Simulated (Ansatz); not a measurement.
# MgZn2S3: complex band structure, part 2 of 3

A new crystal, MgZn2S3: structure, gap and complex bands. It is built by putting Mg for part of the Zn in the ZnS structure of space group R3m, with the volume rescaled by atomic radii. The parent structure comes from the Materials Project.

Ansatz 0.2.0; r2SCAN DFT, plane waves, PAW files (the session's first sound run).

So far, gap on path (eV): step 3 (the bulk crystal and its band edges) 2.97.

The structure was built from a prototype and need not be the compound's stable phase.

## 4. Decaying states in the gap, plane (001)

This step: r2SCAN DFT, plane waves, PAW files; complex bands by layer matching along the plane's normal (Ansatz 0.2.0).

The same crystal is laid in a cell whose first two vectors span the (001) plane (indices of the standard conventional cell, whose axes can be ordered otherwise than in the bulk input). At fixed energy and wavevector in the plane the solver finds all kz, real and complex. A few wavevectors are listed, (0, 0) and (0.5, 0) in units of the plane's reciprocal vectors; the slowest state needn't be among them.

input.yaml

```yaml
crystal:
  lattice:
    - [3.869810402, 0.0, 0.0]
    - [1.934905201, 3.351354116, 0.0]
    - [1.934905201, -1.117118039, 9.52637178]
  atoms:
    - { symbol: Mg, position: [4.60288e-05, 0.9999769856, 0.9999309568] }
    - { symbol: Zn, position: [0.441485735, 0.7792571325, 0.3377713975] }
    - { symbol: Zn, position: [0.8923019264, 0.5538490368, 0.6615471104] }
    - { symbol: S, position: [0.1719842252, 0.9140078874, 0.7420236622] }
    - { symbol: S, position: [0.055868227, 0.4720658865, 0.4161976595] }
    - { symbol: S, position: [0.6049658574, 0.6975170713, 0.0925512139] }
kpoints:
  mp_grid: { grid: [8, 8, 8] }
scf:
  occupations: { method: fixed }
hamiltonian:
  xc: r2scan
output:
  eigenvalues: true
  transmission:
    leads: [[0, 0]]
    kpoints: [[0.0, 0.0], [0.5, 0.0]]
    e_range: [-1.0, 3.97]
    de: 0.12
```

Started as:

```bash
$ ansatz run input.yaml --threads 2 --pin off --max-ram 4096MiB --backend cpu --events-out ev --progress --plain --runs-dir out
```

Numbers of over 12 decimals in the logs are rounded to 6 here.

What it wrote:

```text
[...]
Crystal: 6 atoms, lattice volume = 123.549 Å³
Basis set: ecut = 500 eV, 3119 PW (Γ), exchange–correlation on 120×120×288 points (64 copies of the dense FFT grid, shifted against one another)
Bands: 32, of which v1, the nominal top of the filled ones, is band 26 counted from 1 (25 counted from 0)
Symmetry: 6 space group operations
[...]
k-points: 65 of 512 (time reversal used)
[...]
SCF iter   1: F=—  HF=-11302.297808 eV  |F-HF|=—  |Δ(HF+E_count)|=         —  Δρ=1.30e-2  dr2=1.00e-1  dr2_τ=2.05e-2  ethr=1.77e-3  ⟨swp⟩=4.5  Hψ=7553  notcnv=0  defer=229
[...]
SCF iter   8: F=-11302.322971 eV  HF=-11302.322971 eV  |F-HF|=2.11e-8  |Δ(HF+E_count)|=   1.48e-7  Δρ=6.83e-6  dr2=4.54e-8  dr2_τ=1.20e-9  ethr=1.92e-10  ⟨swp⟩=9.6  Hψ=8890  notcnv=0
SCF 1 converged in 8 iterations: F = -11302.322971 eV  dr2 = 4.54e-8
[...]
transmission: 13 of 26 steps passed
transmission: 26 of 26 steps passed
SCF converged after 8 iterations
Free energy (F): -11302.322971 eV
[...]
Internal energy: -11302.322971 eV  (E = F + TS)
E sigma→0 (E₀):  -11302.322971 eV
Fermi energy:    4.694769 eV
[...]
--- Band table (eV; the first three rows and the last of 65) ---
  k-point 0: bands = [... 22 lower, 4.1766, 4.5773, 4.6948, 4.6948, 7.6623, 8.5632, 9.9065, 11.7938, ... 2 higher]
  k-point 1: bands = [... 22 lower, 4.1936, 4.4572, 4.6873, 4.6873, 7.7680, 8.5603, 9.9119, 11.7768, ... 2 higher]
  k-point 2: bands = [... 22 lower, 4.2330, 4.2330, 4.6677, 4.6677, 8.0203, 8.5573, 9.9121, 11.7403, ... 2 higher]
  k-point 64: bands = [... 22 lower, 2.4276, 2.6775, 3.3105, 3.5728, 9.6098, 9.9609, 10.7405, 11.1334, ... 2 higher]
--- Transmission ---
  basis      : 139 plane waves across, 13 finite elements along
  points     : 2, as listed
  energies   : 42 from -1.000000 to 3.920000 eV about the Fermi level, 0.120000 eV apart; the leads are filled to 1.483784 eV, and channels, transmission and decay are at 1.520000 eV
  crystal 0  : Mg1S3Zn2, at the sites [0, 0], period 9.5264 Å: whole cells are its period
    offset         : up to 0.0000 Å between an atom of the period and one for which it stands
    channels       : 0.000000e0 a spin
    conductance    : none, the energies end too early or step too widely for 300 K: set another output.transmission.e_range or a lower de, or, where they end at an eighth of basis.ecutwfc, a higher one
    slowest decay  : 0.2022 /Å at (0.0000, 0.0000)
```

Wall time 28 s (2 threads of Intel Xeon Platinum 8488C (Sapphire Rapids), shared host); peak memory 0.79 GiB; 55 s of CPU time.

Numbers from this step:

* level to which the leads are filled: 1.484 eV from the Fermi level
* decay constant at the filling level, zone centre: 0.2022 Å⁻¹
* decay constant at the filling level, slowest listed point: 0.2022 Å⁻¹

K parallel (0, 0); values up to 1.5 1/Å, a degenerate pair printed once or twice; energies at which all values exceed this have no row. Table of Im kz of the slowest decaying states by energy, zero at the highest filled level on the SCF mesh:

| energy (eV) | decay 1 (Å⁻¹) | decay 2 (Å⁻¹) | decay 3 (Å⁻¹) | decay 4 (Å⁻¹) |
| --- | --- | --- | --- | --- |
| -1.00 | 0.318 | 1.31 | 1.36 | 1.47 |
| -0.64 | 0.167 | 1.25 | 1.40 | 1.42 |
| -0.28 | 0.172 | 1.22 | 1.37 | 1.40 |
| -0.04 | 0.0638 | 1.21 | 1.33 | 1.38 |
| 0.08 | 0.0995 | 0.240 | 1.22 | 1.32 |
| 0.44 | 0.156 | 0.472 | 1.27 | 1.28 |
| 0.80 | 0.185 | 0.580 | 1.22 | 1.26 |
| 1.16 | 0.199 | 0.653 | 1.15 | 1.17 |
| 1.40 | 0.202 | 0.690 | 1.05 | 1.14 |
| 1.76 | 0.199 | 0.734 | 0.941 | 1.08 |
| 2.12 | 0.183 | 0.768 | 0.851 | 1.03 |
| 2.48 | 0.152 | 0.763 | 0.792 | 0.982 |
| 2.84 | 0.085 | 0.671 | 0.807 | 0.934 |
| 3.20 | 0.566 | 0.812 | 0.888 | - |
| 3.56 | 0.419 | 0.809 | 0.845 | 1.46 |
| 3.92 | 0.0380 | 0.221 | 0.797 | 0.804 |

K parallel (0.5, 0); values up to 1.5 1/Å, a degenerate pair printed once or twice; energies at which all values exceed this have no row. Im kz of the slowest decaying states against energy, zero at the highest filled level on the SCF mesh:

| energy (eV) | decay 1 (Å⁻¹) | decay 2 (Å⁻¹) | decay 3 (Å⁻¹) | decay 4 (Å⁻¹) |
| --- | --- | --- | --- | --- |
| -1.00 | 0.0749 | 0.124 | 0.163 | 1.34 |
| -0.64 | 0.200 | 0.214 | 0.253 | 1.24 |
| -0.28 | 0.259 | 0.298 | 0.358 | 1.17 |
| -0.04 | 0.280 | 0.318 | 0.416 | 1.13 |
| 0.08 | 0.288 | 0.326 | 0.439 | 1.10 |
| 0.44 | 0.306 | 0.342 | 0.491 | 1.04 |
| 0.80 | 0.317 | 0.351 | 0.527 | 0.987 |
| 1.16 | 0.322 | 0.353 | 0.552 | 0.930 |
| 1.40 | 0.322 | 0.351 | 0.564 | 0.891 |
| 1.76 | 0.317 | 0.344 | 0.576 | 0.833 |
| 2.12 | 0.307 | 0.330 | 0.583 | 0.773 |
| 2.48 | 0.290 | 0.310 | 0.585 | 0.710 |
| 2.84 | 0.267 | 0.282 | 0.583 | 0.643 |
| 3.20 | 0.234 | 0.240 | 0.570 | 0.577 |
| 3.56 | 0.174 | 0.184 | 0.487 | 0.568 |
| 3.92 | 0.0825 | 0.385 | 0.555 | - |

At the listed wavevectors the last open channel is at -0.04 eV and the next at +3.08 eV on the grid. At +1.52 eV, the grid energy nearest the filling level (the middle of the gap on the SCF mesh), the slowest state at the listed wavevectors decays with κ = 0.202 Å⁻¹, its amplitude falling by e over 4.9 Å. Through 1 nm of this crystal that state's transmission falls by exp(−2 × 0.202 Å⁻¹ × 10 Å) = 0.018.

## 5. Decaying states in the gap, plane (101)

The same for the (101) plane, at (0, 0) and (0.5, 0), to see how the decay depends on direction.

input.yaml

```yaml
crystal:
  lattice:
    - [9.784864339, 0.0, 0.0]
    - [0.765234552, 3.793395396, 0.0]
    - [0.765234552, 1.819513031, 3.328546373]
  atoms:
    - { symbol: Mg, position: [6.90432e-05, 0.9999769856, 0.9999769856] }
    - { symbol: Zn, position: [0.6622286025, 0.7792571325, 0.7792571325] }
    - { symbol: Zn, position: [0.3384528896, 0.5538490368, 0.5538490368] }
    - { symbol: S, position: [0.2579763378, 0.9140078874, 0.9140078874] }
    - { symbol: S, position: [0.5838023405, 0.4720658865, 0.4720658865] }
    - { symbol: S, position: [0.9074487861, 0.6975170713, 0.6975170713] }
kpoints:
  mp_grid: { grid: [8, 8, 8] }
scf:
  occupations: { method: fixed }
hamiltonian:
  xc: r2scan
output:
  eigenvalues: true
  transmission:
    leads: [[0, 0]]
    kpoints: [[0.0, 0.0], [0.5, 0.0]]
    e_range: [-1.0, 3.97]
    de: 0.08
```

What it wrote:

```text
[...]
Crystal: 6 atoms, lattice volume = 123.549 Å³
Basis set: ecut = 500 eV, 3119 PW (Γ), exchange–correlation on 288×120×120 points (64 copies of the dense FFT grid, shifted against one another)
Bands: 32, of which v1, the nominal top of the filled ones, is band 26 counted from 1 (25 counted from 0)
Symmetry: 6 space group operations
[...]
k-points: 65 of 512 (time reversal used)
[...]
SCF iter   1: F=—  HF=-11302.297857 eV  |F-HF|=—  |Δ(HF+E_count)|=         —  Δρ=1.30e-2  dr2=1.00e-1  dr2_τ=2.05e-2  ethr=1.77e-3  ⟨swp⟩=4.5  Hψ=7583  notcnv=0  defer=228
[...]
SCF iter   8: F=-11302.322971 eV  HF=-11302.322971 eV  |F-HF|=2.32e-8  |Δ(HF+E_count)|=   1.40e-7  Δρ=6.89e-6  dr2=4.57e-8  dr2_τ=1.20e-9  ethr=1.92e-10  ⟨swp⟩=9.5  Hψ=8878  notcnv=0
SCF 1 converged in 8 iterations: F = -11302.322971 eV  dr2 = 4.57e-8
[...]
transmission: 5 of 10 steps passed
transmission: 10 of 10 steps passed
SCF converged after 8 iterations
Free energy (F): -11302.322971 eV
[...]
Internal energy: -11302.322971 eV  (E = F + TS)
E sigma→0 (E₀):  -11302.322971 eV
Fermi energy:    4.694769 eV
[...]
--- Band table (eV; the first three rows and the last of 65) ---
  k-point 0: bands = [... 22 lower, 4.1766, 4.5773, 4.6948, 4.6948, 7.6623, 8.5632, 9.9065, 11.7938, ... 2 higher]
  k-point 1: bands = [... 22 lower, 3.9120, 3.9844, 4.4780, 4.5674, 8.4043, 9.2202, 10.4138, 11.2761, ... 2 higher]
  k-point 2: bands = [... 22 lower, 3.3647, 3.5993, 4.1728, 4.2817, 9.1951, 9.5840, 10.1669, 11.0570, ... 2 higher]
  k-point 64: bands = [... 22 lower, 4.2892, 4.2892, 4.6349, 4.6349, 8.3612, 8.6035, 9.8524, 11.5994, ... 2 higher]
--- Transmission ---
  basis      : 385 plane waves across, 5 finite elements along
  points     : 2, as listed
[...]
crystal 0  : S3Zn2Mg1, at the sites [0, 0], period 3.3285 Å: whole cells are its period
[...]
channels       : 0.000000e0 a spin
[...]
slowest decay  : 0.1955 /Å at (0.0000, 0.0000)
```

The job ended after 2 min (2 threads; peak memory 1.8 GiB; 3.9 min of CPU time).

This step gave:

```
decay constant at the filling level, zone centre          : 0.1955 Å⁻¹
decay constant at the filling level, slowest listed point : 0.1955 Å⁻¹
```

K parallel (0, 0); values up to 1.5 1/Å, a degenerate pair printed once or twice; energies at which all values exceed this have no row. Table of Im kz of the slowest decaying states by energy, zero at the highest filled level on the SCF mesh:

| energy (eV) | decay 1 (Å⁻¹) | decay 2 (Å⁻¹) | decay 3 (Å⁻¹) | decay 4 (Å⁻¹) |
| --- | --- | --- | --- | --- |
| -1.0000 | 0.342 | 0.348 | 1.14 | 1.23 |
| -0.7600 | 0.0686 | 0.136 | 0.390 | 1.13 |
| -0.5200 | 0.158 | 0.306 | 0.422 | 1.11 |
| -0.2800 | 0.124 | 0.208 | 0.233 | 0.397 |
| -0.0400 | 0.182 | 0.250 | 0.311 | 0.459 |
| 0.2800 | 0.116 | 0.208 | 0.276 | 0.328 |
| 0.5200 | 0.15 | 0.227 | 0.296 | 0.405 |
| 0.7600 | 0.172 | 0.240 | 0.312 | 0.448 |
| 1.0000 | 0.185 | 0.250 | 0.324 | 0.479 |
| 1.2400 | 0.193 | 0.256 | 0.333 | 0.483 |
| 1.4800 | 0.196 | 0.259 | 0.339 | 0.477 |
| 1.7200 | 0.193 | 0.260 | 0.343 | 0.468 |
| 1.9600 | 0.186 | 0.257 | 0.345 | 0.456 |
| 2.2800 | 0.166 | 0.249 | 0.343 | 0.433 |
| 2.5200 | 0.142 | 0.239 | 0.340 | 0.412 |
| 2.7600 | 0.102 | 0.225 | 0.335 | 0.385 |
| 3.0000 | 0.207 | 0.328 | 0.351 | 0.556 |
| 3.2400 | 0.182 | 0.307 | 0.318 | 0.553 |
| 3.4800 | 0.149 | 0.247 | 0.307 | 0.548 |
| 3.7200 | 0.0955 | 0.153 | 0.292 | 0.529 |

K parallel (0.5, 0); values up to 1.5 1/Å, a degenerate pair printed once or twice; energies at which all values exceed this have no row. Table of Im kz of the slowest decaying states by energy, zero at the highest filled level on the SCF mesh:

| energy (eV) | decay 1 (Å⁻¹) | decay 2 (Å⁻¹) | decay 3 (Å⁻¹) | decay 4 (Å⁻¹) |
| --- | --- | --- | --- | --- |
| -1.00 | 0.161 | 0.253 | 0.317 | 0.542 |
| -0.76 | 0.0953 | 0.179 | 0.275 | 0.649 |
| -0.52 | 0.170 | 0.313 | 0.354 | 0.709 |
| -0.28 | 0.108 | 0.192 | 0.217 | 0.398 |
| -0.04 | 0.0412 | 0.0834 | 0.166 | 0.252 |
| 0.28 | 0.157 | 0.206 | 0.287 | 0.347 |
| 0.52 | 0.195 | 0.224 | 0.306 | 0.403 |
| 0.76 | 0.220 | 0.237 | 0.322 | 0.444 |
| 1.00 | 0.237 | 0.246 | 0.334 | 0.474 |
| 1.24 | 0.250 | 0.343 | 0.497 | 0.556 |
| 1.48 | 0.254 | 0.350 | 0.515 | 0.560 |
| 1.72 | 0.254 | 0.258 | 0.354 | 0.529 |
| 1.96 | 0.249 | 0.258 | 0.356 | 0.539 |
| 2.20 | 0.242 | 0.254 | 0.356 | 0.546 |
| 2.44 | 0.231 | 0.247 | 0.355 | 0.545 |
| 2.68 | 0.216 | 0.237 | 0.351 | 0.534 |
| 3.00 | 0.188 | 0.215 | 0.342 | 0.503 |
| 3.24 | 0.157 | 0.192 | 0.333 | 0.447 |
| 3.48 | 0.108 | 0.161 | 0.322 | 0.377 |
| 3.72 | 0.111 | 0.288 | 0.308 | 0.510 |
| 3.96 | 0.123 | 0.291 | 0.443 | 0.533 |

At the listed wavevectors the last open channel is at -0.04 eV and the next at +3.00 eV on the grid. At +1.48 eV, the grid energy nearest the filling level (the middle of the gap on the SCF mesh), the slowest state at the listed wavevectors decays with κ = 0.196 Å⁻¹, its amplitude falling by e over 5.1 Å; the first such run, plane (001), gave 0.202 Å⁻¹.

## 6. Band edges at another level, cutoff 420 eV

This step: LDA DFT, plane waves, PAW files (Ansatz 0.2.0).

The edges again with LDA, at the same atoms. Against that run the cutoff is 420 eV against 500.

input.yaml

```yaml
crystal:
  lattice:
    - [1.9349052012, 1.1171180388, 9.5263717797]
    - [-1.9349052012, 1.1171180388, 9.5263717797]
    - [0.0, -2.2342360775, 9.5263717797]
  atoms:
    - { symbol: Mg, position: [1.0000230144, 1.0000230144, 1.0000230144] }
    - { symbol: Zn, position: [0.2207428675, 0.2207428675, 0.2207428675] }
    - { symbol: Zn, position: [0.4461509632, 0.4461509632, 0.4461509632] }
    - { symbol: S, position: [0.0859921126, 0.0859921126, 0.0859921126] }
    - { symbol: S, position: [0.5279341135, 0.5279341135, 0.5279341135] }
    - { symbol: S, position: [0.3024829287, 0.3024829287, 0.3024829287] }
kpoints:
  mp_grid: { grid: [8, 8, 8] }
  band_path: { path: [VBM, CBM], npoints: 30 }
scf:
  occupations: { method: fixed }
hamiltonian:
  xc: lda
output:
  eigenvalues: true
```

What it wrote:

```text
[...]
Crystal: 6 atoms, lattice volume = 123.549 Å³
Basis set: ecut = 420 eV, 2437 PW (Γ), FFT grids on a1−a3, a2−a3, a3
Bands: 32, of which v1, the nominal top of the filled ones, is band 26 counted from 1 (25 counted from 0)
Symmetry: 6 space group operations
[...]
k-points: 65 of 512 (time reversal used)
[...]
SCF iter   1: F=—  HF=-11008.730885 eV  |F-HF|=—  |Δ(HF+E_count)|=         —  Δρ=6.73e-3  dr2=5.03e-2  ethr=1.77e-3  ⟨swp⟩=4.9  Hψ=7403  notcnv=0  defer=249
[...]
SCF iter   7: F=-11008.712498 eV  HF=-11008.712498 eV  |F-HF|=5.84e-9  |Δ(HF+E_count)|=   4.72e-7  Δρ=6.82e-6  dr2=7.17e-8  ethr=1.92e-10  ⟨swp⟩=6.9  Hψ=9260  notcnv=0
SCF 1 converged in 7 iterations: F = -11008.712498 eV  dr2 = 7.17e-8
[...]
SCF converged after 7 iterations
Free energy (F): -11008.712498 eV
[...]
Internal energy: -11008.712498 eV  (E = F + TS)
E sigma→0 (E₀):  -11008.712498 eV
Fermi energy:    4.703730 eV
[...]
--- Band table (eV; the first three rows and the last of 65) ---
  k-point 0: bands = [... 22 lower, 4.1905, 4.5988, 4.7037, 4.7037, 6.8481, 7.8317, 9.0600, 11.1418, ... 2 higher]
  k-point 1: bands = [... 22 lower, 3.8536, 4.0052, 4.4996, 4.5798, 7.6537, 8.5130, 9.6017, 10.6347, ... 2 higher]
  k-point 2: bands = [... 22 lower, 3.3990, 3.6367, 4.1922, 4.3030, 8.4780, 8.9227, 9.4809, 10.4034, ... 2 higher]
  k-point 64: bands = [... 22 lower, 4.3180, 4.3180, 4.6378, 4.6378, 7.6402, 7.8482, 8.9994, 10.8891, ... 2 higher]
```

The job ended after 16 s (2 threads; peak memory 0.53 GiB; 31 s of CPU time).

This step gave:

- free energy: -11008.7125 eV
- Fermi energy: 4.704 eV
- gap on the k-mesh: 2.144 eV
- gap on path: 2.144 eV, by band count; negative where bands overlap
- direct gap on path: 2.144 eV

Levels at VBM (eV): -6.20, -6.20, -6.17, -6.16, -6.16, -5.98, -5.80, -5.80, -5.76, -5.76, -4.07, -3.26, -0.76, -0.76, -0.51, -0.51, -0.10, 0.00, 0.00, 2.14, 3.13, 4.36, 6.44, 6.44, 6.74.

The searched edges give 2.14 eV, as on the mesh.

Between step 3 and this run (LDA and cutoff 420 eV) the value for the gap on path moves from 2.97 eV to 2.14 eV.

[end of part 2 of 3]

[Logs are printed without paths, hosts, clocks, repeated set-up lines and the standing remarks that a program may print on its own settings, such as how far it seeks lower states.]

[Hosts, paths, dates, database ids (printed as entryN), source tags and the programs' standing remarks are cut or masked in the printed files.]
